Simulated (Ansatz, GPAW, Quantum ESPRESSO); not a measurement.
# The valence band of TiPt3 as photoemission sees it, part 7 of 8

Aim: the valence spectrum of TiPt3 from He I to hard X-rays, and which orbitals make each feature. Spin–orbit coupling is left out of the bands throughout.

Ansatz 0.2.0, Quantum ESPRESSO 7.5 and GPAW 26.7.0; DFT, LDA, plane-wave PAW, default files, scalar-relativistic (the session's first sound run).

So far. Step 5 (Quantum ESPRESSO: self-consistent run): The run ends at a pressure of -6.04 GPa. Step 8 (Quantum ESPRESSO: bands): Of the bands kept, 6 cross the Fermi level on this path.

The database entry behind the starting cell is an old determination (1943), so it need not match the best structure at ambient conditions.

**9. The same cell in GPAW**

This step: DFT, LDA, PAW datasets of GPAW, plane waves, scalar-relativistic (GPAW 26.7.0).

GPAW, with its own PAW datasets and plane waves, is a further check on the main run's cell.

The input, run.py:

```python
import json
import numpy as np
from ase import Atoms
from ase.parallel import paropen
from gpaw import GPAW, PW, FermiDirac, Mixer, MixerDif, setup_paths

atoms = Atoms(['Pt', 'Pt', 'Pt', 'Ti'],
              cell=[[3.897, 0.0, 0.0], [0.0, 3.897, 0.0], [0.0, 0.0, 3.897]],
              scaled_positions=[[0.5, 0.5, 0.0], [0.5, 0.0, 0.5], [0.0, 0.5, 0.5], [0.0, 0.0, 0.0]],
              pbc=(True, True, True))
params = dict(mode=PW(420),
              xc='LDA',
              kpts={'size': (10, 10, 10), 'gamma': True},
              occupations=FermiDirac(0.05),
              nbands=-12,
              maxiter=200,
              txt='gs.txt')
atoms.calc = calc = GPAW(**params)
atoms.get_potential_energy()
ef = calc.get_fermi_level()
nk, ns = len(calc.get_ibz_k_points()), calc.get_number_of_spins()
out = dict(free=atoms.get_potential_energy(force_consistent=True), ef=ef, nel=calc.get_number_of_electrons(), cell=atoms.cell[:], frac=atoms.get_scaled_positions(wrap=False),
           eig=[[calc.get_eigenvalues(k, s) for k in range(nk)] for s in range(ns)], forces=atoms.get_forces(apply_constraint=False))
dense = calc.fixed_density(kpts={'size': (14, 14, 14), 'gamma': True}, txt='dos.txt')
out['eig_dense'] = [[dense.get_eigenvalues(k, s) for k in range(len(dense.get_ibz_k_points()))] for s in range(ns)]
dos = dense.dos(shift_fermi_level=False)
e = ef + np.arange(-30, 12, 0.05)
out['e'], out['dos'] = e - ef, dos.raw_dos(e, width=0.1)
kpts = [[0.0, 0.0, 0.0], [0.0, 0.033333, 0.0], [0.0, 0.066667, 0.0], [0.0, 0.1, 0.0], ..., [0.5, 0.5, 0.0]]  # list cut here
bands = calc.fixed_density(kpts=kpts, symmetry='off', txt='bands.txt', convergence={'bands': -3})
out['band_e'] = [[bands.get_eigenvalues(k, s) for k in range(len(kpts))] for s in range(ns)]
with paropen('out.json', 'w') as f:
    json.dump(out, f, default=lambda a: a.tolist())
```

Command:

```console
$ OMP_NUM_THREADS=1 mpirun -n 4 gpaw python run.py > run.log
```

Numbers of over 12 decimals in the logs are rounded to 6 here.

Output:

```text
__  _  _
 | _ |_)|_||  |
 |__||  | ||/\| - 26.7.0

units:  Angstrom and eV
cores:  4
OpenMP: True

Versions:

Paths:

Git-hashes:

OMP_NUM_THREADS: 1

Environment variables:
  GPAW_CPUPY:          False
  GPAW_DEBUG:          False
  GPAW_MPI_BACKEND:    cgpaw
  GPAW_MPI_OPTIONS:    None
  GPAW_NO_C_EXTENSION: False
  GPAW_NO_GPU_MPI:     False
  GPAW_TRACE:          False
  GPAW_USE_GPUS:       False

Input parameters:
  mode=PW(ecut=420.0),
  kpts=MonkhorstPack(size=(10, 10, 10), gamma=True),
  maxiter=200,
  nbands=-12,
  occupations=Occupations(name='fermi-dirac', width=0.05, fixmagmom=False),
  xc=XC(name='LDA')

Diagonalizing LCAO Hamiltonian
Converting LCAO to pw mode
   .---------.
  /|         |
 * |         |
 |Pt         |
 | |         |
 | .--Pt-----.
 |/    Pt   /
 Ti--------*

Atoms  # Å, Bohr magnetons
|   | symbol |        x |        y |        z |    initial magnetic moments |
|---|--------|----------|----------|----------|-----------------------------|
| 0 |     Pt | 1.948500 | 1.948500 | 0.000000 | ( 0.0000,  0.0000,  0.0000) |
| 1 |     Pt | 1.948500 | 0.000000 | 1.948500 | ( 0.0000,  0.0000,  0.0000) |
| 2 |     Pt | 0.000000 | 1.948500 | 1.948500 | ( 0.0000,  0.0000,  0.0000) |
| 3 |     Ti | 0.000000 | 0.000000 | 0.000000 | ( 0.0000,  0.0000,  0.0000) |

Unit cell  # Å
| periodic |        x |        y |        z |  lengths |    angles |
|----------|----------|----------|----------|----------|-----------|
|      yes | 3.897000 | 0.000000 | 0.000000 | 3.897000 | 90.000000 |
|      yes | 0.000000 | 3.897000 | 0.000000 | 3.897000 | 90.000000 |
|      yes | 0.000000 | 0.000000 | 3.897000 | 3.897000 | 90.000000 |

Number of symmetries: 48
Symmetry operations  # r_c * U_cc + t_c -> r_c
|    | kind |            matrix            |
|----|------|------------------------------|
|  0 |  E   |  1, 0, 0,  0, 1, 0,  0, 0, 1 |
|  1 |  σ   |  1, 0, 0,  0, 1, 0,  0, 0,-1 |
|  2 |  σ   |  1, 0, 0,  0, 0, 1,  0, 1, 0 |
|  3 |  C4  |  1, 0, 0,  0, 0, 1,  0,-1, 0 |
|  4 |  C4  |  1, 0, 0,  0, 0,-1,  0, 1, 0 |
|  5 |  σ   |  1, 0, 0,  0, 0,-1,  0,-1, 0 |
|  6 |  σ   |  1, 0, 0,  0,-1, 0,  0, 0, 1 |
|  7 |  C2  |  1, 0, 0,  0,-1, 0,  0, 0,-1 |
|  8 |  σ   |  0, 1, 0,  1, 0, 0,  0, 0, 1 |
|  9 |  C2  |  0, 1, 0,  1, 0, 0,  0, 0,-1 |
| 10 |  C3  |  0, 1, 0,  0, 0, 1,  1, 0, 0 |
| 11 |  S6  |  0, 1, 0,  0, 0, 1, -1, 0, 0 |
| 12 |  S6  |  0, 1, 0,  0, 0,-1,  1, 0, 0 |
| 13 |  C3  |  0, 1, 0,  0, 0,-1, -1, 0, 0 |
| 14 |  C4  |  0, 1, 0, -1, 0, 0,  0, 0, 1 |
| 15 |  S4  |  0, 1, 0, -1, 0, 0,  0, 0,-1 |
| 16 |  C3  |  0, 0, 1,  1, 0, 0,  0, 1, 0 |
| 17 |  S6  |  0, 0, 1,  1, 0, 0,  0,-1, 0 |
| 18 |  σ   |  0, 0, 1,  0, 1, 0,  1, 0, 0 |
| 19 |  C4  |  0, 0, 1,  0, 1, 0, -1, 0, 0 |
| 20 |  C2  |  0, 0, 1,  0,-1, 0,  1, 0, 0 |
| 21 |  S4  |  0, 0, 1,  0,-1, 0, -1, 0, 0 |
| 22 |  S6  |  0, 0, 1, -1, 0, 0,  0, 1, 0 |
| 23 |  C3  |  0, 0, 1, -1, 0, 0,  0,-1, 0 |
| 24 |  S6  |  0, 0,-1,  1, 0, 0,  0, 1, 0 |
| 25 |  C3  |  0, 0,-1,  1, 0, 0,  0,-1, 0 |
| 26 |  C4  |  0, 0,-1,  0, 1, 0,  1, 0, 0 |
| 27 |  σ   |  0, 0,-1,  0, 1, 0, -1, 0, 0 |
| 28 |  S4  |  0, 0,-1,  0,-1, 0,  1, 0, 0 |
| 29 |  C2  |  0, 0,-1,  0,-1, 0, -1, 0, 0 |
| 30 |  C3  |  0, 0,-1, -1, 0, 0,  0, 1, 0 |
| 31 |  S6  |  0, 0,-1, -1, 0, 0,  0,-1, 0 |
| 32 |  C4  |  0,-1, 0,  1, 0, 0,  0, 0, 1 |
| 33 |  S4  |  0,-1, 0,  1, 0, 0,  0, 0,-1 |
| 34 |  S6  |  0,-1, 0,  0, 0, 1,  1, 0, 0 |
| 35 |  C3  |  0,-1, 0,  0, 0, 1, -1, 0, 0 |
| 36 |  C3  |  0,-1, 0,  0, 0,-1,  1, 0, 0 |
| 37 |  S6  |  0,-1, 0,  0, 0,-1, -1, 0, 0 |
| 38 |  σ   |  0,-1, 0, -1, 0, 0,  0, 0, 1 |
| 39 |  C2  |  0,-1, 0, -1, 0, 0,  0, 0,-1 |
| 40 |  σ   | -1, 0, 0,  0, 1, 0,  0, 0, 1 |
| 41 |  C2  | -1, 0, 0,  0, 1, 0,  0, 0,-1 |
| 42 |  C2  | -1, 0, 0,  0, 0, 1,  0, 1, 0 |
| 43 |  S4  | -1, 0, 0,  0, 0, 1,  0,-1, 0 |
| 44 |  S4  | -1, 0, 0,  0, 0,-1,  0, 1, 0 |
| 45 |  C2  | -1, 0, 0,  0, 0,-1,  0,-1, 0 |
| 46 |  C2  | -1, 0, 0,  0,-1, 0,  0, 0, 1 |
| 47 |  i   | -1, 0, 0,  0,-1, 0,  0, 0,-1 |

BZ-sampling:
  Number of BZ points: 1000
  Number of IBZ points: 56

  Monkhorst-Pack size: [10, 10, 10]
  Monkhorst-Pack shift: [0.05, 0.05, 0.05]

K-points  # in reciprocal-cell coordinates
|     |                                coordinates |     weight |
|-----|--------------------------------------------|------------|
|   0 | (  0.00000000,   0.00000000,   0.00000000) | 0.00100000 |
|   1 | (  0.10000000,   0.00000000,   0.00000000) | 0.00600000 |
|   2 | (  0.10000000,   0.10000000,   0.00000000) | 0.01200000 |
|   3 | (  0.10000000,   0.10000000,   0.10000000) | 0.00800000 |
|   4 | (  0.20000000,   0.00000000,   0.00000000) | 0.00600000 |
|   5 | (  0.20000000,   0.10000000,   0.00000000) | 0.02400000 |
|   6 | (  0.20000000,   0.10000000,   0.10000000) | 0.02400000 |
|   7 | (  0.20000000,   0.20000000,   0.00000000) | 0.01200000 |
|   8 | (  0.20000000,   0.20000000,   0.10000000) | 0.02400000 |
|   9 | (  0.20000000,   0.20000000,   0.20000000) | 0.00800000 |
| ... |                                            |            |
|  55 | (  0.50000000,   0.50000000,   0.50000000) | 0.00100000 |

Plane wave coefficients: 1189
Cutoff: 420.0 eV

Spin-components: 1 (collinear spins)
Bands:           42
Projectors:      24
Spin-degeneracy: 2
Datatype:        complex128

  Storage: CPU
  Wave functions: 44_744_448 bytes (11_186_112 per core)
  Projectors: 26_633_600 bytes (6_658_400 per core)

Parallelization:
  kpt:    4
  domain: 1
  band:   1

Density:
  Valence electrons: 60.0
  Components: 1
  Grid points: [20 20 20]
  Charge: 0.0  # |e|

Potential:
  Grid points: [20 20 20]

species:
  Pt:
    name:    Platinum
    Z:       78.0
    valence: 16
    core:    62
    charge:  0.0  # [|e|]
    file:    Pt.LDA.gz
    compensation charges:
      type: gauss
      rc: 0.41  # [Å]
      lmax: 2
    cutoffs:
      filter: 2.26  # [Å]
      core: 2.26  # [Å]
    projectors
    | kind |    occ | energy [eV] | rcut [Å] |
    |------|--------|-------------|----------|
    |   6s |  1.000 |      -5.930 |    1.307 |
    |   5p |  6.000 |     -56.318 |    1.371 |
    |   6p |  0.000 |      -0.962 |    1.371 |
    |   5d |  9.000 |      -6.387 |    1.307 |
    |    s |        |      21.281 |    1.307 |
    |    d |        |      20.825 |    1.307 |

    Using partial waves for Pt as LCAO basis

  Ti:
    name:    Titanium
    Z:       22.0
    valence: 12
    core:    10
    charge:  0.0  # [|e|]
    file:    Ti.LDA.gz
    compensation charges:
      type: gauss
      rc: 0.38  # [Å]
      lmax: 2
    cutoffs:
      filter: 2.23  # [Å]
      core: 1.02  # [Å]
    projectors
    | kind |    occ | energy [eV] | rcut [Å] |
    |------|--------|-------------|----------|
    |   3s |  2.000 |     -62.257 |    1.270 |
    |   4s |  2.000 |      -4.593 |    1.270 |
    |   3p |  6.000 |     -38.791 |    1.058 |
    |   4p |  0.000 |      -1.536 |    1.058 |
    |   3d |  2.000 |      -4.463 |    1.058 |
    |    d |        |      22.748 |    1.058 |

    Using partial waves for Ti as LCAO basis

Reference energy: -1523464.195666  # eV

eigensolver:
  PPCG
  Converge bands: occupied
  niter=2

density mixing:
  MSR1-Mixer
  Pratt-step length: 0.05
  Maximum mixing coefficient: 0.75
  Old densities: 10
  SVD Regularization: 0.005
  Good broyden scale: 1.0
  Trust region scale: 1.0
  Backstep threshold: 4.0
  History deletion threshold: 6.0
  Fourier metric: weight=20.0, sigma=0.015

occupation numbers:
  Fermi-Dirac:
    width: 0.0500  # eV

poisson solver:
  ecut: 3360.0  # eV

xc functional:
  name: None

Initialization done in: 4.386 s

convergence criteria:
- Maximum [total energy] change in last 3 cyles: 0.0005 eV / valence electron
- Maximum integral of absolute [dens]ity change: 0.0001 electrons / valence electron
- Maximum integral of absolute [eigenst]ate change: 4e-08 eV^2 / valence electron
maximum number of iterations: 200

SCF iterations
|iter     |     time |      energy | eigst |  dens |
|---------|----------|-------------|-------|-------|
|iter:   1|       0s |  -37.834754 | +0.20 |       |
|iter:   2|       1s |  -36.635096 | -1.77 | -1.01 |
|iter:   3|       2s |  -35.502741 | -1.94 | -1.17 |
|iter:   4|       4s |  -34.665645 | -1.65 | -1.34 |
|iter:   5|       5s |  -34.623212 | -2.98 | -1.98 |
|iter:   6|       6s |  -34.599125 | -3.38 | -2.30 |
|iter:   7|       7s |  -34.597380c| -3.62 | -2.73 |
|iter:   8|       8s |  -34.597566c| -5.04 | -3.54 |
|iter:   9|      10s |  -34.597599c| -5.48 | -3.74 |
|iter:  10|      11s |  -34.597594c| -6.76 | -4.30c|
|iter:  11|      12s |  -34.597590c| -7.80c| -4.70c|

Converged in 11 steps
SCF loop duration: 12.772 s (1.161 s/step)
Energy contributions relative to reference atoms: (reference = -1523464.195666)

Energy contributions:
  Kinetic:         -13.489449
  Coulomb:           6.211795
  Zero:             -1.599540
  External:          0.000000
  Xc:              -25.715072
  Entropy:          -0.010650
  Spinorbit:         0.000000
  ----------------------------
  Free energy:     -34.602915
  Extrapolated:    -34.597590

dipole moment: (-25.958738, -25.958738, -25.958738)  # |e|*Ang

Fermi level: 12.233
Eigenvalues  # (at kpt = [0.000, 0.000, 0.000])
| band index |      eig [eV] | occ [0-2] |
|------------|---------------|-----------|
|          0 |       -45.322 |     2.000 |
|        ... |               |           |
|         18 |         5.516 |     2.000 |
|         19 |         5.516 |     2.000 |
|         20 |         8.613 |     2.000 |
|         21 |         8.613 |     2.000 |
|         22 |         8.613 |     2.000 |
|         23 |        10.554 |     2.000 |
|         24 |        10.554 |     2.000 |
|         25 |        11.694 |     2.000 |
|         26 |        12.263 |     0.705 |
|         27 |        12.263 |     0.705 |
|         28 |        12.263 |     0.705 |
|         29 |        13.618 |     0.000 |
|         30 |        13.618 |     0.000 |
|         31 |        13.859 |     0.000 |
|         32 |        13.859 |     0.000 |
|         33 |        13.859 |     0.000 |
|        ... |               |           |
|         41 |        24.187 |     0.000 |

No gap
No difference between direct/indirect transitions

Forces  # eV/Ang
|        x |        y |        z |
|----------|----------|----------|
|  0.00000 |  0.00000 | -0.00000 |  # Pt   0
|  0.00000 |  0.00000 |  0.00000 |  # Pt   1
|  0.00000 |  0.00000 |  0.00000 |  # Pt   2
| -0.00000 | -0.00000 |  0.00000 |  # Ti   3

Force computation time: 0.098  # s

timing:  # [seconds]
  Total:  58.235  # ━━━━━━━━━━━━━━━━━━━━━━━━━━━━━━━━━━━━━━━━━━━━━━━━━━━━━━━━━
  Init:    3.770  # ━━━╸
  SCF:    12.772  # ━━━━━━━━━━━━╸
  Forces:  0.098  #

Max RSS: 298.457  # MiB
```

Run time: 61 s. Hardware: 4 MPI ranks of Intel Xeon Platinum 8259CL at 2.50GHz (Skylake/Cascade Lake), shared host; 4 min of CPU time.

This step gave:

- free energy: -34.60 eV
- Fermi energy: 12.23 eV
- DOS at the Fermi level: 0.995 states/eV/cell

The electronic bands at the labelled points (eV, zero at the Fermi level; # counts the bands kept):

| point | #14 | #15 | #16 | #17 | #18 | #19 | #20 | #21 |
| --- | --- | --- | --- | --- | --- | --- | --- | --- |
| Γ | 0.03 | 0.03 | 0.03 | 1.39 | 1.39 | 1.63 | 1.63 | 1.63 |
| 0.53 of the way | -1.65 | -1.46 | -1.30 | 0.03 | 0.55 | 0.55 | 0.98 | 1.02 |
| X | -2.67 | -2.61 | -1.37 | -0.21 | -0.21 | 0.04 | 0.44 | 0.75 |
| 0.47 of the way | -2.51 | -2.16 | -1.94 | -1.24 | 0.22 | 0.48 | 0.56 | 0.91 |
| M | -3.11 | -2.45 | -2.29 | -2.27 | 0.21 | 0.21 | 0.35 | 1.51 |
| 0.47 of the way | -2.49 | -1.82 | -1.16 | -0.97 | 0.45 | 0.66 | 0.73 | 1.15 |
| Γ | 0.03 | 0.03 | 0.03 | 1.39 | 1.39 | 1.63 | 1.63 | 1.63 |
| 0.47 of the way | -2.25 | -2.25 | -1.39 | -0.31 | 0.29 | 0.29 | 1.21 | 1.21 |
| R | -0.64 | -0.64 | -0.64 | -0.46 | -0.46 | -0.46 | 1.22 | 1.22 |
| 0.53 of the way | -2.80 | -2.77 | -1.74 | -0.75 | 0.36 | 0.63 | 0.65 | 0.81 |
| X | -2.67 | -2.61 | -1.37 | -0.21 | -0.21 | 0.04 | 0.44 | 0.75 |
| jump to R | -0.64 | -0.64 | -0.64 | -0.46 | -0.46 | -0.46 | 1.22 | 1.22 |
| 0.53 of the way | -2.78 | -2.68 | -1.94 | -1.25 | 0.59 | 0.59 | 0.93 | 1.26 |
| M | -3.11 | -2.45 | -2.29 | -2.27 | 0.21 | 0.21 | 0.35 | 1.51 |

The DOS has structure finer than the step of the table below, so its rows give means over 0.5 eV, whole bins alone (the curve runs from -11.3 to 5.3 eV). Peaks (eV: height): -6.30: 7.11, -4.40: 6.35, -3.40: 8.64, -2.50: 7.66, -1.70: 5.17, 0.40: 9.16, 1.00: 6.83.

Table of DOS by E, zero at the Fermi level; means over each step:

E (eV), DOS (states/eV/cell) and a bar:
```
    -10.5       0.00 
    -10.0       0.10 
     -9.5       0.23 #
     -9.0       0.34 #
     -8.5       0.49 ##
     -8.0       0.79 ###
     -7.5       1.45 ######
     -7.0       2.13 ########
     -6.5       6.04 ########################
     -6.0       5.93 ########################
     -5.5       4.50 ##################
     -5.0       4.79 ###################
     -4.5       5.96 ########################
     -4.0       4.62 ##################
     -3.5       6.98 ############################
     -3.0       5.70 #######################
     -2.5       5.90 ########################
     -2.0       4.04 ################
     -1.5       3.51 ##############
     -1.0       1.96 ########
     -0.5       2.01 ########
      0.0       2.12 ########
      0.5       7.53 ##############################
      1.0       6.09 ########################
      1.5       3.30 #############
      2.0       1.39 ######
      2.5       0.64 ###
      3.0       1.31 #####
      3.5       1.47 ######
      4.0       1.11 ####
      4.5       1.09 ####
      5.0       0.77 ###
```

**10. Cross-check between programs**

Each program ran the same cell and functional with its own potentials and basis. Levels are from each run's zero of energy.

| quantity | Ansatz | QE | GPAW |
| --- | --- | --- | --- |

(Continued in part 8 of 8.)

[Logs are printed without paths, hosts, clocks, repeated set-up lines and the standing remarks that a program may print on its own settings, such as how far it seeks lower states.]

[Hosts, paths, dates, database ids (printed as entryN), source tags and the programs' standing remarks are cut or masked in the printed files.]

[Maps of the electrostatic potential energy from Ansatz leave out the sawtooth potential of an applied field or a dipole correction, so their vacuum need not be flat; work functions include it.]

[Peak lists hold at most the 14 tallest peaks of each spectrum; further lines can be left out.]
